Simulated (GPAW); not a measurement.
# InF3 (R-3c): G0W0 with GPAW, start to end

Wanted: ground state, empty states, screening and self-energy for InF3 (R-3c).

Method: LDA and many-body steps on it, plane waves, in GPAW 26.7.0.

### Step 1. Set-up

It takes space group R-3c (No. 167, trigonal). The conventional cell has a = 5.204 Å, b = 5.204 Å, c = 14.723 Å, α = 90.00°, β = 90.00°, γ = 120.00°. Nearest to In lie 6 F at 2.08 Å. Nearest to F lie 2 In at 2.08 Å. Farther neighbours and most contacts between anions are not listed.

Coordinates:

```cif
data_structure
_symmetry_space_group_name_H-M 'R-3c:H'
_symmetry_Int_Tables_number 167
_cell_length_a 5.2043
_cell_length_b 5.2043
_cell_length_c 14.7225
_cell_angle_alpha 90.000
_cell_angle_beta 90.000
_cell_angle_gamma 120.000
_cell_volume 345.33
loop_
_atom_site_label
_atom_site_type_symbol
_atom_site_symmetry_multiplicity
_atom_site_Wyckoff_symbol
_atom_site_fract_x
_atom_site_fract_y
_atom_site_fract_z
_atom_site_occupancy
In1 In 6 b 0.66667 0.33333 0.33333 1
F1 F 18 e 0.64571 0.64571 0.25000 1
```

The cell and positions are those that the Materials Project relaxed with its own functionals (PBE, PBE+U or r2SCAN), kept fixed.

### Step 2. Ground state

This step: GPAW 26.7.0; DFT, LDA, plane waves, PAW.

The ground-state density comes first.

run.py

```python
import json
import numpy as np
from gpaw.mpi import world
from ase import Atoms
from gpaw import GPAW, PW, FermiDirac

atoms = Atoms(['In', 'In', 'F', 'F', 'F', 'F', 'F', 'F'],
    cell=[[2.6021411829, 1.5023469124, 4.9075061345],
      [-2.6021411829, 1.5023469124, 4.9075061345],
      [0.0000000000, -3.0046938249, 4.9075061345]],
    scaled_positions=[[0.5000000000, 0.5000000000, 0.5000000000],
      [0.0000000000, 0.0000000000, 0.0000000000],
      [0.3957092200, 0.7500000000, 0.1042907800],
      [0.7500000000, 0.1042907800, 0.3957092200],
      [0.8957092200, 0.6042907800, 0.2500000000],
      [0.2500000000, 0.8957092200, 0.6042907800],
      [0.6042907800, 0.2500000000, 0.8957092200],
      [0.1042907800, 0.3957092200, 0.7500000000]],
    pbc=(True, True, True))
calc = GPAW(mode=PW(600),
    xc='LDA',
    kpts={'size': (6, 6, 6), 'gamma': True},
    occupations=FermiDirac(0.001),
    nbands=-10,
    convergence={'density': 1e-6, 'bands': -3},
    maxiter=100,
    txt='gs.txt')
atoms.calc = calc
res = {'energy': atoms.get_potential_energy()}
kpts = calc.get_ibz_k_points()
res['kpts'] = kpts
res['eigenvalues'] = [calc.get_eigenvalues(kpt=k) for k in range(len(kpts))]
res['n_electrons'] = calc.get_number_of_electrons()
calc.write('gs.gpw')

if world.rank == 0:
    with open('result.json', 'w') as f:
        json.dump(res, f, default=lambda x: x.tolist())
```

Run with:

```bash
$ mpirun -n 8 gpaw python run.py
```

Numbers of over 12 decimals in the logs are rounded to 6 here.

The program printed:

```text
__  _  _
 | _ |_)|_||  |
 |__||  | ||/\| - 26.7.0

Input parameters:
  mode=PW(ecut=600.0),
  convergence={'density': 1e-06, 'bands': -3},
  kpts=MonkhorstPack(size=(6, 6, 6), gamma=True),
  maxiter=100,
  nbands=-10,
  occupations=Occupations(name='fermi-dirac', width=0.001, fixmagmom=False),
  xc=XC(name='LDA')
  [... matrices ...]
Diagonalizing LCAO Hamiltonian
Converting LCAO to pw mode

        F      F
             F
            In
           F    F
         F

            In

Atoms  # Å, Bohr magnetons
|   | symbol |         x |         y |        z |    initial magnetic moments |
| 0 |     In |  0.000000 | -0.000000 | 7.361259 | ( 0.0000,  0.0000,  0.0000) |
| 1 |     In |  0.000000 |  0.000000 | 0.000000 | ( 0.0000,  0.0000,  0.0000) |
| 2 |      F | -0.921915 |  1.407891 | 6.134383 | ( 0.0000,  0.0000,  0.0000) |
| 3 |      F |  1.680227 |  0.094456 | 6.134383 | ( 0.0000,  0.0000,  0.0000) |
| 4 |      F |  0.758312 |  1.502347 | 8.588136 | ( 0.0000,  0.0000,  0.0000) |
| 5 |      F | -1.680227 | -0.094456 | 8.588136 | ( 0.0000,  0.0000,  0.0000) |
| 6 |      F |  0.921915 | -1.407891 | 8.588136 | ( 0.0000,  0.0000,  0.0000) |
| 7 |      F | -0.758312 | -1.502347 | 6.134383 | ( 0.0000,  0.0000,  0.0000) |

Unit cell  # Å
| periodic |         x |         y |        z |  lengths |    angles |
|      yes |  2.602141 |  1.502347 | 4.907506 | 5.754285 | 53.771033 |
|      yes | -2.602141 |  1.502347 | 4.907506 | 5.754285 | 53.771033 |
|      yes |  0.000000 | -3.004694 | 4.907506 | 5.754285 | 53.771033 |

Number of symmetries: 6
Symmetry operations  # r_c * U_cc + t_c -> r_c
|   | kind |            matrix            |
| 0 |  E   |  1, 0, 0,  0, 1, 0,  0, 0, 1 |
| 1 |  C3  |  0, 1, 0,  0, 0, 1,  1, 0, 0 |
| 2 |  C3  |  0, 0, 1,  1, 0, 0,  0, 1, 0 |
| 3 |  S6  |  0, 0,-1, -1, 0, 0,  0,-1, 0 |
| 4 |  S6  |  0,-1, 0,  0, 0,-1, -1, 0, 0 |
| 5 |  i   | -1, 0, 0,  0,-1, 0,  0, 0,-1 |

BZ-sampling:
  Number of BZ points: 216
  Number of IBZ points: 40

  Monkhorst-Pack size: [6, 6, 6]
  Monkhorst-Pack shift: [0.083333, 0.083333, 0.083333]

K-points  # in reciprocal-cell coordinates
|     |                                coordinates |     weight |
|   0 | (  0.00000000,   0.00000000,   0.00000000) | 0.00462963 |
|   1 | (  0.16666667,   0.00000000,  -0.16666667) | 0.02777778 |
|   2 | (  0.16666667,   0.00000000,   0.00000000) | 0.02777778 |
|   3 | (  0.16666667,   0.16666667,  -0.16666667) | 0.02777778 |
|   4 | (  0.16666667,   0.16666667,   0.00000000) | 0.02777778 |
|   5 | (  0.16666667,   0.16666667,   0.16666667) | 0.00925926 |
|   6 | (  0.33333333,  -0.16666667,  -0.33333333) | 0.02777778 |
|   7 | (  0.33333333,  -0.16666667,  -0.16666667) | 0.02777778 |
|   8 | (  0.33333333,  -0.16666667,   0.00000000) | 0.02777778 |
|   9 | (  0.33333333,  -0.16666667,   0.16666667) | 0.02777778 |
| ... |                                            |            |
|  39 | (  0.50000000,   0.50000000,   0.50000000) | 0.00462963 |

Plane wave coefficients: 3895
Cutoff: 600.0 eV

Spin-components: 1 (collinear spins)
Bands:           44
Projectors:      42
Spin-degeneracy: 2
Datatype:        complex128

  Storage: CPU
  Wave functions: 109_683_200 bytes (13_710_400 per core)
  Projectors: 69_798_400 bytes (8_724_800 per core)
  [... matrices ...]
Parallelization:
  kpt:    8
  domain: 1
  band:   1

Density:
  Valence electrons: 68.0
  Components: 1
  Grid points: [35 35 35]
  Charge: 0.0  # |e|

Potential:
  Grid points: [35 35 35]

species:
  In:
    name:    Indium
    Z:       49.0
    valence: 13
    core:    36
    charge:  0.0  # [|e|]
    compensation charges:
      type: gauss
      rc: 0.36  # [Å]
      lmax: 2
    cutoffs:
      filter: 2.09  # [Å]
      core: 2.48  # [Å]
    projectors
    | kind |    occ | energy [eV] | rcut [Å] |
    |   5s |  2.000 |      -8.474 |    1.185 |
    |   5p |  1.000 |      -2.700 |    1.244 |
    |   4d | 10.000 |     -18.723 |    1.148 |
    |    s |        |      18.738 |    1.185 |
    |    p |        |      24.512 |    1.244 |
    |    d |        |       8.489 |    1.148 |

    Using partial waves for In as LCAO basis

  F:
    name:    Fluorine
    Z:       9.0
    valence: 7
    core:    2
    charge:  0.0  # [|e|]
    compensation charges:
      type: gauss
      rc: 0.20  # [Å]
      lmax: 2
    cutoffs:
      filter: 1.14  # [Å]
      core: 0.74  # [Å]
    projectors
    | kind |    occ | energy [eV] | rcut [Å] |
    |   2s |  2.000 |     -29.647 |    0.635 |
    |   2p |  5.000 |     -11.293 |    0.635 |
    |    s |        |      -2.435 |    0.635 |
    |    p |        |      15.918 |    0.635 |
    |    d |        |       0.000 |    0.635 |

    Using partial waves for F as LCAO basis

Reference energy: -335862.333596  # eV

eigensolver:
  PPCG
  Converge bands: -3
  niter=2

density mixing:
  MSR1-Mixer
  Pratt-step length: 0.05
  Maximum mixing coefficient: 0.75
  Old densities: 10
  SVD Regularization: 0.005
  Good broyden scale: 1.0
  Trust region scale: 1.0
  Backstep threshold: 4.0
  History deletion threshold: 6.0
  Fourier metric: weight=20.0, sigma=0.015

occupation numbers:
  Fermi-Dirac:
    width: 0.0010  # eV

poisson solver:
  ecut: 4800.0  # eV

xc functional:
  name: None

Initialization done in: 3.874 s

convergence criteria:
- Maximum integral of absolute [dens]ity change: 1e-06 electrons / valence electron
- Maximum [total energy] change in last 3 cyles: 0.0005 eV / valence electron
- Maximum integral of absolute [eigenst]ate change: 4e-08 eV^2 / valence electron
maximum number of iterations: 100

SCF iterations
|iter     |     time |      energy | eigst |  dens |
|iter:   1|  |  -44.336986 | +0.17 |       |
|iter:   2|  |  -43.413013 | -0.58 | -1.05 |
|iter:   3|  |  -40.582507 | -0.35 | -1.10 |
|iter:   4|  |  -40.503033 | -1.30 | -1.56 |
|iter:   5|  |  -40.489068 | -1.74 | -1.91 |
|iter:   6|  |  -40.489003c| -2.48 | -2.93 |
|iter:   7|  |  -40.489004c| -3.15 | -3.36 |
|iter:   8|  |  -40.489004c| -3.72 | -4.25 |
|iter:   9|  |  -40.489004c| -4.24 | -5.03 |
|iter:  10|  |  -40.489004c| -4.72 | -5.56 |
|iter:  11|  |  -40.489004c| -5.24 | -6.34c|
|iter:  12|  |  -40.489004c| -5.76 | -6.89c|
|iter:  13|  |  -40.489004c| -6.22 | -7.59c|
|iter:  14|  |  -40.489004c| -6.66 | -8.42c|
|iter:  15|  |  -40.489004c| -7.10 | -8.82c|
|iter:  16|  |  -40.489004c| -7.54c| -9.22c|

Converged in 16 steps
SCF loop duration: 37.296 s (2.331 s/step)
Energy contributions relative to reference atoms: (reference = -335862.333596)
  [... matrices ...]
Energy contributions:
  Kinetic:          85.327288
  Coulomb:         -79.925641
  Zero:              0.850203
  External:          0.000000
  Xc:              -46.740855
  Entropy:          -0.000000
  Spinorbit:         0.000000
  ----------------------------
  Free energy:     -40.489004
  Extrapolated:    -40.489004

dipole moment: (-0.000000, 0.000000, -48.457894)  # |e|*Ang

Fermi level: 0.378
Eigenvalues  # (at kpt = [0.000, 0.000, 0.000])
| band index |      eig [eV] | occ [0-2] |
|          0 |       -21.007 |     2.000 |
|        ... |               |           |
|         26 |        -1.610 |     2.000 |
|         27 |        -1.307 |     2.000 |
|         28 |        -1.186 |     2.000 |
|         29 |        -1.186 |     2.000 |
|         30 |        -1.164 |     2.000 |
|         31 |        -1.164 |     2.000 |
|         32 |        -1.022 |     2.000 |
|         33 |        -1.022 |     2.000 |
|         34 |         3.014 |     0.000 |
[...]
|         38 |        10.490 |     0.000 |
|         39 |        11.498 |     0.000 |
|         40 |        12.407 |     0.000 |
|         41 |        12.407 |     0.000 |
|        ... |               |           |
|         43 |        13.182 |     0.000 |

Gap: 4.001 eV
Transition (v -> c):
  (s=0, k=36, n=33, [0.50, 0.50, 0.00]) -> (s=0, k=0, n=34, [0.00, 0.00, 0.00])
Direct/indirect transitions are different
Direct gap: 4.036 eV
Transition at: (s=0, k=0, n=33, [0.00, 0.00, 0.00])
# Writing to gs.gpw (mode='')
  [... matrices ...]
```

Run time: 44 s. Hardware: 8 MPI ranks of Intel Xeon Platinum 8259CL at 2.50GHz (Skylake/Cascade Lake), shared host; peak memory 1.9 GiB; 5.8 min of CPU time.

Numbers from this step:

- total energy: -40.49 eV
- gap: 4.001 eV
- k of the valence top: 0.5, 0.5, 0
- k of the conduction bottom: 0, 0, 0
- least direct gap: 4.036 eV

The gap is indirect, with the least direct gap 0.03 eV higher.

### Step 3. Empty states on the mesh, 4×4×4 mesh, 397 bands

The sums over transitions need many empty states on a uniform mesh; this step solves for them.

run.py

```python
import json
import numpy as np
from gpaw.mpi import world
from gpaw import GPAW

calc = GPAW('gs.gpw').fixed_density(kpts={'size': (4, 4, 4), 'gamma': True},
    parallel={'domain': 1, 'band': 1},
    txt='nscf.txt')
calc.diagonalize_full_hamiltonian(nbands=397)
calc.write('full.gpw', mode='all')
res = {}
kpts = calc.get_ibz_k_points()
res['kpts'] = kpts
res['eigenvalues'] = [calc.get_eigenvalues(kpt=k) for k in range(len(kpts))]
res['n_electrons'] = calc.get_number_of_electrons()

if world.rank == 0:
    with open('result.json', 'w') as f:
        json.dump(res, f, default=lambda x: x.tolist())
```

Run with:

```bash
$ mpirun -n 8 gpaw python run.py
```

The program printed:

```text
Diagonalizing LCAO Hamiltonian
Converting LCAO to pw mode
convergence criteria:
- Maximum integral of absolute [eigenst]ate change: 4e-08 eV^2 / valence electron
maximum number of iterations: 100

SCF iterations
|iter     |     time |      energy | eigst |  dens |
|iter:   1|  |             | +0.50 |       |
|iter:   2|  |             | -0.65 |       |
|iter:   3|  |             | -1.38 |       |
[...]
|iter:  14|  |             | -6.60 |       |
|iter:  15|  |             | -7.05 |       |
|iter:  16|  |             | -7.48c|       |
SCF steps: 16
  __  _  _
 | _ |_)|_||  |
 |__||  | ||/\| - 26.7.0

Input parameters:
  mode=PW(ecut=600.0),
  convergence={'density': 1e-06, 'bands': -3},
  gpts=array([35, 35, 35]),
  kpts=MonkhorstPack(size=(4, 4, 4), gamma=True),
  maxiter=100,
  nbands=44,
  occupations=Occupations(name='fermi-dirac', width=0.001, fixmagmom=False),
  parallel={'domain': 1, 'band': 1},
  xc=XC(name='LDA')
Matrix size: 3895x3895
# Writing to full.gpw (mode='all')
  [... matrices ...]

timing:  # [seconds]
  Total: 93.523  # ━━━━━━━━━━━━━━━━━━━━━━━━━━━━━━━━━━━━━━━━━━━━━━━━━━━━━━━━━━
```

Run time: 1.9 min. Hardware: 8 MPI ranks; peak memory 10 GiB; 15 min of CPU time.

Numbers from this step:

```yaml
gap: 4.001 eV
k_of_the_valence_top: 0.5, 0.5, 0
k_of_the_conduction_bottom: 0, 0, 0
least_direct_gap: 4.036 eV
k_points_computed: 14
lowest_point_of_the_top_converged_band_above_the_valence_top: 120.5849 eV
```

On this mesh the gap is 4.001 eV.

### Step 4. Screening and self-energy, 4×4×4 mesh, 180 bands, screening to 78 eV

Now the one-shot GW correction: screening in the RPA, then the self-energy of the levels asked for.

This step: G0W0 on LDA, plane waves, PAW.

run.py

```python
import json
import numpy as np
from gpaw.mpi import world
from gpaw.response.g0w0 import G0W0

gw = G0W0('full.gpw',
    filename='gw',
    kpts=[0, 11],
    bands=(32, 36),
    ecut=78,
    nbands=180,
    integrate_gamma='WS',
    ppa=True)
gw.calculate()
res = {mode: {k: v for k, v in r.items() if k != 'sigma_eskwn'}
       for mode, r in gw.all_results.items()}

if world.rank == 0:
    with open('result.json', 'w') as f:
        json.dump(res, f, default=lambda x: x.tolist())
```

Run with:

```bash
$ mpirun -n 8 gpaw python run.py
```

The program printed:

```text
Using integrator: PointIntegrator
FrequencyGridDescriptor(from 0.000+0.000j to 0.000+27.211j eV, 2 points)
Nonperiodic BCs:  [False False False]
Using integrator: PointIntegrator
FrequencyGridDescriptor(from 0.000+0.000j to 0.000+27.211j eV, 2 points)
Nonperiodic BCs:  [False False False]
  ___  _ _ _
 |   || | | |
 | | || | | |
 |__ ||_____|
 |___|

BZ k-points: Symmetries present (total): 6

  [... matrices ...]
64 k-points: 4 x 4 x 4 Monkhorst-Pack grid + [1/8,1/8,1/8]
14 k-points in the irreducible part of the Brillouin zone
       k-points in crystal coordinates                weights
   0:     0.00000000    0.00000000    0.00000000          1/64
   1:     0.25000000    0.00000000   -0.25000000          6/64
   2:     0.25000000    0.00000000    0.00000000          6/64
   3:     0.25000000    0.25000000   -0.25000000          6/64
   4:     0.25000000    0.25000000    0.00000000          6/64
   5:     0.25000000    0.25000000    0.25000000          2/64
   6:     0.50000000    0.00000000    0.00000000          3/64
   7:     0.50000000    0.00000000    0.25000000          6/64
   8:     0.50000000    0.25000000   -0.25000000          6/64
   9:     0.50000000    0.25000000    0.00000000          6/64
          ...
  13:     0.50000000    0.50000000    0.50000000          1/64

Distributing spins, k-points and bands (1 x 2 x 4) over 8 processes
Number of blocks: 1

Quasi particle states:
k-points (IBZ indices): [0, 11]
Band range: (32, 36)
  [... matrices ...]
Computational parameters:
Plane wave cut-off: 78 eV
Number of bands: 180
Coulomb cutoff: None
Broadening: 0.1 eV

fxc modes: GW
Kernel: RPA
Using Godby-Needs plasmon-pole approximation:
  Fitting energy: i*E0, E0 = 1.000 Hartree
Summing all q:

Calculating screened Coulomb potential
No Coulomb truncation
FrequencyGridDescriptor(from 0.000+0.000j to 0.000+27.211j eV, 2 points)
Removing empty qpoint cache files...

Calculating chi0 body with:
    Ground state adapter containing:
    Number of spins: 1
    Number of kpoints: 64
    Number of irreducible kpoints: 14
    Number of completely occupied states: 34
    Number of partially occupied states: 34
    Occupied states memory: 22.243500 M / cpu

    Linear response parametrization:
    q_c: [0.0, 0.0, 0.0]
    Number of frequency points: 2
    Planewave cutoff: 78.0
    Number of bands: 180
    Number of planewaves: 181
    Broadening (eta): 1e-06
    comm.size: 8
    kncomm.size: 8
    blockcomm.size: 1

    Memory estimate of potentially large arrays:
        chi0_wGG: 0.999786 M / cpu
Integrating chi0 body.

Symmetries of q_c:
    Direct symmetries (Uq -> q): 6
    Indirect symmetries (TUq -> q): 0
In total 6 allowed symmetries.

  [... matrices ...]
14 groups of equivalent kpoints. 78.125% reduction.

Integral kind: response function
Integrating chi0 head and wings.

Symmetries of q_c:
    Direct symmetries (Uq -> q): 6
    Indirect symmetries (TUq -> q): 0
In total 6 allowed symmetries.

  [... matrices ...]
14 groups of equivalent kpoints. 78.125% reduction.

Integral kind: response function wings

Calculating chi0 body with:
    Ground state adapter containing:
    Number of spins: 1
    Number of kpoints: 64
    Number of irreducible kpoints: 14
    Number of completely occupied states: 34
    Number of partially occupied states: 34
    Occupied states memory: 22.243500 M / cpu

[... the further q-points ...]

Results:
f:      Occupation numbers
eps:     KS-eigenvalues [eV]
vxc:     KS vxc [eV]
exx:     Exact exchange [eV]
sigma:   Self-energies [eV]
dsigma:  Self-energy derivatives
Z:       Renormalization factors
qp:      QP-energies [eV]

k-point 0 (0): (0.000, 0.000, 0.000)                GW
band       f     eps     vxc     exx   sigma  dsigma       Z      qp
                                                                   GW
  32   1.000  -1.022 -24.799 -32.263   5.434  -0.256   0.796  -2.638
  33   1.000  -1.022 -24.799 -32.263   5.434  -0.256   0.796  -2.638
  34   0.000   3.014 -16.532 -11.641  -2.596  -0.151   0.869   5.007
  35   0.000   8.480 -22.189 -15.062  -3.137  -0.192   0.839  11.828

k-point 1 (11): (0.500, 0.500, 0.000)                GW
band       f     eps     vxc     exx   sigma  dsigma       Z      qp
                                                                   GW
  32   1.000  -1.099 -26.206 -32.908   4.951  -0.241   0.806  -2.511
  33   1.000  -0.987 -24.831 -32.313   5.447  -0.257   0.796  -2.607
  34   0.000   5.573 -20.209 -14.518  -2.616  -0.175   0.851   8.191
  35   0.000   7.135 -21.280 -14.818  -2.900  -0.190   0.840  10.128
```

It took 8 min on 8 MPI ranks; peak memory 4.4 GiB.

This step gave:

```yaml
g0w0_gap_on_the_points_computed: 7.518 eV
least_direct_g0w0_gap_on_the_computed_points: 7.645 eV
z_at_the_valence_top: 0.8061
z_at_the_conduction_bottom: 0.8686
starting_gap_on_the_mesh: 4.001 eV
k_of_the_valence_top: 0.5, 0.5, 0
k_of_the_conduction_bottom: 0, 0, 0
```

The gap on the mesh goes from 4.00 eV to 7.52 eV, a correction of +3.52 eV.

Limits: finite bands, cutoff and mesh; no spin-orbit coupling. v1 is the top filled band, c1 the lowest empty one. Levels before and after the correction, in eV, zero at the valence-band top of each column:

```csv
,conduction bottom,valence top
Kohn-Sham,4.00,0.00
G0W0,7.52,0.00
```

```csv
,level,energy (eV)
Kohn-Sham,Γ v2-v1,-0.035
Kohn-Sham,Γ c1,4.001
Kohn-Sham,Γ c2,9.467
Kohn-Sham,(0.5 0.5 0) v2,-0.112
Kohn-Sham,(0.5 0.5 0) v1,0.000
Kohn-Sham,(0.5 0.5 0) c1,6.560
Kohn-Sham,(0.5 0.5 0) c2,8.122
G0W0,Γ v2-v1,-0.127
G0W0,Γ c1,7.518
G0W0,Γ c2,14.338
G0W0,(0.5 0.5 0) v2,0.000
G0W0,(0.5 0.5 0) v1,-0.096
G0W0,(0.5 0.5 0) c1,10.702
G0W0,(0.5 0.5 0) c2,12.639
```

### Step 5. Where the time went

Times are wall times on 8 MPI ranks of Intel Xeon Platinum 8259CL at 2.50GHz (Skylake/Cascade Lake), shared host, good to a factor of about two.

```csv
step,time,share,memory (GiB)
ground state,44 s,7 %,1.9
empty states on the mesh,1.9 min,18 %,10
screening and self-energy,8 min,75 %,4.4
```

### Step 6. What came out

| Property | Result |
| --- | --- |
| LDA gap | 4.00 eV, indirect (only 35 meV under the direct gap) |
| G0W0 gap on the mesh | 7.52 eV |
| GW settings | 4×4×4 mesh, 180 bands, screening to 78 eV, Godby-Needs plasmon pole |
| known limits | not at the basis limit; no spin-orbit coupling |

In words: G0W0 moves the gap on the mesh from 4.00 eV to 7.52 eV (+3.52 eV), with Z of 0.81 and 0.87 at the edges. Only 2 of the mesh's irreducible points were corrected, so a valley elsewhere could overtake. The dearest step here is «screening and self-energy». Bands and cutoff are finite, so the gap is not at the basis limit. The miss can reach some tenths of an eV and take either sign; the mesh is an error of its own. These stock PAW sets were not made for GW. In the G0W0 run levels were corrected at 2 k points alone, so a gap called «on the mesh» is the least over those, and an edge elsewhere would be missed. The many-body steps are scalar-relativistic: spin-orbit coupling is not in them.

[Paths, hosts, dates, memory and timing lines, banners, echoed tables and standing remarks are left out of the program output.]

[Logs are printed without paths, hosts, clocks, repeated set-up lines and the standing remarks that a program may print on its own settings, such as how far it seeks lower states.]

[Runs of the session that timed out or met a known fault of the program may be left out.]

[Hosts, paths, dates, database ids (printed as entryN), source tags and the programs' standing remarks are cut or masked in the printed files.]
